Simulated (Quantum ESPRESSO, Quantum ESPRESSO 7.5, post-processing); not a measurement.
# Pt(111), 5 layers: cutoff convergence

Aim: how far one choice must go before the vacuum level and the energy of Pt(111), 5 layers stand still, and what it costs.

Program: Quantum ESPRESSO 7.5. Level of theory: plane-wave DFT, PBE, SG15 norm-conserving pseudopotentials. Results are calculated unless marked as measured.

Report form: the programs' logs are mostly left out.

## 1. The starting structure

The cell holds 5 atoms: 5 Pt. Its edges and angles: a = 2.772 Å, b = 2.772 Å, c = 25.053 Å, α = 90.0°, β = 90.0°, γ = 60.0°. It derives from Pt. Vacuum lies along c.

## 2. SCF with pw.x: ecutwfc 90 Ry, ecutrho 360 Ry

The first run is the reference of the series.

Contents of c0.in:

```
&control
  prefix = 'c0'
  outdir = './out'
  pseudo_dir = './pseudo'
  calculation = 'scf'
  tprnfor = .true.
/
&system
  ibrav = 0
  nat = 5
  ntyp = 1
  ecutwfc = 90
  ecutrho = 360
  occupations = 'smearing'
  smearing = 'mv'
  degauss = 0.02
  assume_isolated = 'esm'
  esm_bc = 'bc1'
/
&electrons
  conv_thr = 1e-07
  mixing_beta = 0.4
  electron_maxstep = 120
  mixing_mode = 'local-TF'
/
ATOMIC_SPECIES
  Pt  195.0840  Pt_ONCV_PBE-1.2.upf
CELL_PARAMETERS angstrom
  2.77185858225127 0.00000000000000 0.00000000000000
  1.38592929112563 2.40049994792751 0.00000000000000
  0.00000000000000 0.00000000000000 25.05285222089334
ATOMIC_POSITIONS crystal
  Pt  0.666666666700 0.666666666700 -0.180675081246
  Pt  0.000000000000 0.000000000000 -0.090337540623
  Pt  0.333333333300 0.333333333300 0.000000000000
  Pt  0.666666666700 0.666666666700 0.090337540623
  Pt  0.000000000000 0.000000000000 0.180675081246
K_POINTS automatic
  12 12 1 0 0 0
```

Command:

```sh
$ OMP_NUM_THREADS=1 mpirun -n 4 pw.x -nk 4 -in c0.in > c0.out
```

Run time: 3.5 min. Hardware: 4 MPI ranks of Intel Xeon 6975P-C (Granite Rapids), shared host; peak memory 1.1 GiB; 14 min of CPU time.

Read from the output:

| Quantity | Value |
| --- | --- |
| free energy | -16503.7866 eV |
| Fermi energy | -5.667 eV |
| vacuum line at the lower end of the cell, over the Fermi level | 5.667 eV |
| vacuum line at the upper end of the cell, over the Fermi level | 5.667 eV |

The potential energy, planar mean oscillates, so the rows of the table below give means over windows of 2.26 Å about each position, cut where the curve ends. Its maxima inside the range that stand out by 2 % of the span (Å: eV): -3.4: -0.321, -1.1: -0.584, 1.1: -0.584, 3.4: -0.321. Its minima: -4.5: -41.8, -2.3: -42.1, 0.0: -42.2, 2.3: -42.1, 4.5: -41.8.

Electrostatic potential energy of an electron; zero at the Fermi level. The potential energy, planar mean by z; means over each step:

z (Å), potential energy, planar mean (eV) and a bar from the least value:
```
   -11.40        5.7 ##############################
    -9.14        5.7 ##############################
    -6.88        5.3 #############################
    -4.62      -16.2 #
    -2.36      -17.0 
    -0.10      -17.1 
     2.16      -17.1 
     4.42      -16.5 #
     6.68        5.0 #############################
     8.94        5.7 ##############################
    11.20        5.7 ##############################
```

The program's own clock; routines nest. Time by routine:

```
     routine  wall time (s)  calls
       PWSCF          206.9      1
   electrons          202.8      1
     c_bands          186.4     15
     cegterg          142.7     84
       h_psi          103.3   1113
    vloc_psi          77.27   1113
        fftw          65.88  54228
      calbec          13.81   1133
h_psi:calbec          13.34   1113
  add_vuspsi          11.95   1113
    sum_band           8.28     15
     mix_rho           6.56     15
    init_run           3.29      1
        ffts           2.83   1198
```

The vacuum levels are read from the outermost 0.7 Å of the cell on either side.

The run needed 14 iterations to bring the estimated error under 1e-07 Ry; the largest force on any atom, held or free, is 0.62 eV/Å.

Inside the slab this potential holds the local part of the pseudopotentials, which can be repulsive at the nuclei; only its value in the vacuum has a meaning of its own.

## 3. Ground state: ecutwfc 75 Ry, ecutrho 300 Ry

c1.in is the input of step 2 with these lines changed:

```diff
@@ -1,3 +1,3 @@
 &control
-  prefix = 'c0'
+  prefix = 'c1'
   outdir = './out'
@@ -11,4 +11,4 @@
   ntyp = 1
-  ecutwfc = 90
-  ecutrho = 360
+  ecutwfc = 75
+  ecutrho = 300
   occupations = 'smearing'
```

Command:

```sh
$ OMP_NUM_THREADS=1 mpirun -n 4 pw.x -nk 4 -in c1.in > c1.out
```

Wall time 2.5 min (4 MPI ranks); peak memory 0.89 GiB.

Read from the output:

| Property | Result |
| --- | --- |
| free energy | -16503.7854 eV |
| Fermi energy | -5.669 eV |
| vacuum line at the lower end of the cell, over the Fermi level | 5.669 eV |
| vacuum line at the upper end of the cell, over the Fermi level | 5.669 eV |

The program's own clock; routines nest. Time by routine:

```
     routine  wall time (s)  calls
       PWSCF          151.8      1
   electrons          149.4      1
     c_bands          136.4     18
     cegterg          116.4    101
       h_psi          81.55   1196
    vloc_psi          59.45   1196
        fftw             51  63142
      calbec          11.61   1216
h_psi:calbec          11.26   1196
  add_vuspsi           10.2   1196
    sum_band           6.43     18
     mix_rho           5.54     18
     cdiaghg           2.49   1175
        ffts           2.18   1542
```

Counted from each run's own zero (the Fermi level), the vacuum level differs from the first run's by +2 meV.

## 4. Ground state: ecutwfc 60 Ry, ecutrho 240 Ry

c2.in is the input of step 3 with these lines changed:

```diff
@@ -1,3 +1,3 @@
 &control
-  prefix = 'c1'
+  prefix = 'c2'
   outdir = './out'
@@ -11,4 +11,4 @@
   ntyp = 1
-  ecutwfc = 75
-  ecutrho = 300
+  ecutwfc = 60
+  ecutrho = 240
   occupations = 'smearing'
```

Command:

```sh
$ OMP_NUM_THREADS=1 mpirun -n 4 pw.x -nk 4 -in c2.in > c2.out
```

Wall time 1.7 min (4 MPI ranks); peak memory 0.69 GiB; 6.9 min of CPU time.

Read from the output:

| Item | Value |
| --- | --- |
| free energy | -16503.7371 eV |
| Fermi energy | -5.670 eV |
| vacuum line at the lower end of the cell, over the Fermi level | 5.670 eV |
| vacuum line at the upper end of the cell, over the Fermi level | 5.670 eV |

The program's own clock; routines nest. Time by routine:

```
     routine  wall time (s)  calls
       PWSCF          102.7      1
   electrons           99.8      1
     c_bands          90.51     17
     cegterg          75.96     92
       h_psi          55.35   1075
    vloc_psi           42.4   1075
        fftw          39.06  53462
      calbec           6.85   1095
h_psi:calbec           6.59   1075
  add_vuspsi           6.01   1075
    sum_band           4.99     17
     mix_rho            3.6     17
     cdiaghg           2.25   1058
    init_run           2.05      1
```

Counted from each run's own zero (the Fermi level), the vacuum level differs from the first run's by +3 meV.

## 5. Ground state: ecutwfc 51 Ry, ecutrho 204 Ry

c3.in is the input of step 4 with these lines changed:

```diff
@@ -1,3 +1,3 @@
 &control
-  prefix = 'c2'
+  prefix = 'c3'
   outdir = './out'
@@ -11,4 +11,4 @@
   ntyp = 1
-  ecutwfc = 60
-  ecutrho = 240
+  ecutwfc = 51
+  ecutrho = 204
   occupations = 'smearing'
```

Command:

```sh
$ OMP_NUM_THREADS=1 mpirun -n 4 pw.x -nk 4 -in c3.in > c3.out
```

Wall time 75 s (4 MPI ranks); peak memory 0.59 GiB.

Numbers from this step:

- free energy: -16503.6287 eV
- Fermi energy: -5.669 eV
- vacuum line at the lower end of the cell, over the Fermi level: 5.669 eV
- vacuum line at the upper end of the cell, over the Fermi level: 5.669 eV

The program's own clock; routines nest. Time by routine:

```
     routine  wall time (s)  calls
       PWSCF          73.83      1
   electrons          71.83      1
     c_bands          64.53     20
     cegterg          52.28    105
       h_psi          35.78   1162
    vloc_psi          25.33   1162
        fftw           23.4  55312
      calbec           5.49   1182
h_psi:calbec            5.3   1162
  add_vuspsi           4.87   1162
    sum_band           3.52     20
     mix_rho           3.22     20
     cdiaghg           2.36   1147
    init_run           1.64      1
```

Counted from each run's own zero (the Fermi level), the vacuum level differs from the first run's by +2 meV.

## 6. Ground state: ecutwfc 42 Ry, ecutrho 168 Ry

c4.in is the input of step 5 with these lines changed:

```diff
@@ -1,3 +1,3 @@
 &control
-  prefix = 'c3'
+  prefix = 'c4'
   outdir = './out'
@@ -11,4 +11,4 @@
   ntyp = 1
-  ecutwfc = 51
-  ecutrho = 204
+  ecutwfc = 42
+  ecutrho = 168
   occupations = 'smearing'
```

Command:

```sh
$ OMP_NUM_THREADS=1 mpirun -n 4 pw.x -nk 4 -in c4.in > c4.out
```

The job ended after 50 s (4 MPI ranks; peak memory 0.49 GiB; 3.3 min of CPU time).

Numbers from this step:

```
free energy : -16503.5742 eV
```

The program's own clock; routines nest. Time by routine:

```
     routine  wall time (s)  calls
       PWSCF          49.19      1
   electrons          47.52      1
     c_bands          42.34     18
     cegterg          36.53     95
       h_psi          25.78    946
    vloc_psi          19.07    946
        fftw          17.86  47476
      calbec           3.55    966
h_psi:calbec            3.4    946
  add_vuspsi           3.12    946
    sum_band           2.61     18
     mix_rho           2.13     18
     cdiaghg           1.95    931
    init_run            1.4      1
```

Counted from each run's own zero (the Fermi level), the vacuum level differs from the first run's by +2 meV.

## 7. Self-consistent run: ecutwfc 33 Ry, ecutrho 132 Ry

c5.in is the input of step 6 with these lines changed:

```diff
@@ -1,3 +1,3 @@
 &control
-  prefix = 'c4'
+  prefix = 'c5'
   outdir = './out'
@@ -11,4 +11,4 @@
   ntyp = 1
-  ecutwfc = 42
-  ecutrho = 168
+  ecutwfc = 33
+  ecutrho = 132
   occupations = 'smearing'
```

Command:

```sh
$ OMP_NUM_THREADS=1 mpirun -n 4 pw.x -nk 4 -in c5.in > c5.out
```

The job ended after 36 s (4 MPI ranks; peak memory 0.41 GiB; 2.4 min of CPU time).

This step gave:

| Property | Result |
| --- | --- |
| free energy | -16501.5503 eV |
| Fermi energy | -5.689 eV |
| vacuum line at the lower end of the cell, over the Fermi level | 5.689 eV |
| vacuum line at the upper end of the cell, over the Fermi level | 5.689 eV |

The program's own clock; routines nest. Time by routine:

```
     routine  wall time (s)  calls
       PWSCF          35.02      1
   electrons          33.23      1
     c_bands          29.53     17
     cegterg          25.22     90
       h_psi          18.39    798
    vloc_psi          14.21    798
        fftw          13.42  44298
      calbec           2.21    818
h_psi:calbec           2.11    798
  add_vuspsi           1.95    798
    sum_band           1.87     17
    init_run            1.6      1
     cdiaghg           1.58    783
     mix_rho           1.43     17
```

Counted from each run's own zero (the Fermi level), the vacuum level differs from the first run's by +22 meV.

## 8. SCF with pw.x: ecutwfc 27 Ry, ecutrho 108 Ry

c6.in is the input of step 7 with these lines changed:

```diff
@@ -1,3 +1,3 @@
 &control
-  prefix = 'c5'
+  prefix = 'c6'
   outdir = './out'
@@ -11,4 +11,4 @@
   ntyp = 1
-  ecutwfc = 33
-  ecutrho = 132
+  ecutwfc = 27
+  ecutrho = 108
   occupations = 'smearing'
```

Command:

```sh
$ OMP_NUM_THREADS=1 mpirun -n 4 pw.x -nk 4 -in c6.in > c6.out
```

Elapsed: 21 s, on 4 MPI ranks; peak memory 0.35 GiB.

This step gave:

- free energy: -16488.7978 eV
- Fermi energy: -5.783 eV
- vacuum line at the lower end of the cell, over the Fermi level: 5.783 eV
- vacuum line at the upper end of the cell, over the Fermi level: 5.783 eV

The program's own clock; routines nest. Time by routine:

```
     routine  wall time (s)  calls
       PWSCF          20.12      1
   electrons          18.77      1
     c_bands          16.86     16
     cegterg          14.29     85
       h_psi           9.67    676
    vloc_psi           6.98    676
        fftw            6.9  39338
      calbec           1.42    696
     cdiaghg           1.35    661
h_psi:calbec           1.35    676
  add_vuspsi           1.27    676
    init_run           1.22      1
    sum_band           0.99     16
     mix_rho           0.74     16
```

Counted from each run's own zero (the Fermi level), the vacuum level differs from the first run's by +115 meV.

## 9. The series side by side

All levels:

```
                        level  vacuum level over the Fermi level (eV)  its change from the first (meV)  energy from the first (meV an atom)  SCF iterations  wall time (s)  peak memory (GiB)  CPU time (s)
ecutwfc 90 Ry, ecutrho 360 Ry                                   5.667                                0                                    0              14          207.7               1.11         828.5
ecutwfc 75 Ry, ecutrho 300 Ry                                   5.669                              2.2                               0.2481              17          152.6               0.89           609
ecutwfc 60 Ry, ecutrho 240 Ry                                    5.67                              3.3                                9.892              16          103.5               0.69         412.6
ecutwfc 51 Ry, ecutrho 204 Ry                                   5.669                              1.8                                31.57              19          74.58               0.59         297.2
ecutwfc 42 Ry, ecutrho 168 Ry                                   5.669                              2.2                                42.49              17          49.96               0.49         198.6
ecutwfc 33 Ry, ecutrho 132 Ry                                   5.689                            22.35                                447.3              16          35.88               0.41           142
ecutwfc 27 Ry, ecutrho 108 Ry                                   5.783                            115.5                                 2998              15          20.82               0.35         82.35
```

## 10. Results

| Quantity | Value |
| --- | --- |
| vacuum level over the Fermi level, ecutwfc 90 Ry, ecutrho 360 Ry | 5.667 eV |
| cheapest step of the main series that, with all steps before it, keeps the vacuum level within 20 meV of the first | ecutwfc 42 Ry, ecutrho 168 Ry: +2 meV, 3.3 min of CPU time against 14 min |
| setting with the largest shift of the level | ecutwfc 27 Ry, ecutrho 108 Ry: +115 meV |

In words: The cheapest step of the main series that, with all steps before it, keeps the vacuum level within 20 meV of the first is ecutwfc 42 Ry, ecutrho 168 Ry: +2 meV, 3.3 min of CPU time against 14 min. Over the series the energy moves by up to 2998 meV an atom and the vacuum level by up to 115 meV. At the customary cutoff (third row) the total energy is still 9.9 meV an atom off while the level is within 3 meV. The times come from a shared host and are rough. Peak memory is sampled during the run and can miss the peak. The geometry is as built, not relaxed.

[Logs are printed without paths, hosts, clocks, repeated set-up lines and the standing remarks that a program may print on its own settings, such as how far it seeks lower states.]

[Hosts, paths, dates, database ids (printed as entryN), source tags and the programs' standing remarks are cut or masked in the printed files.]

[Maps of the electrostatic potential energy from Ansatz leave out the sawtooth potential of an applied field or a dipole correction, so their vacuum need not be flat; planar profiles and work functions include it.]
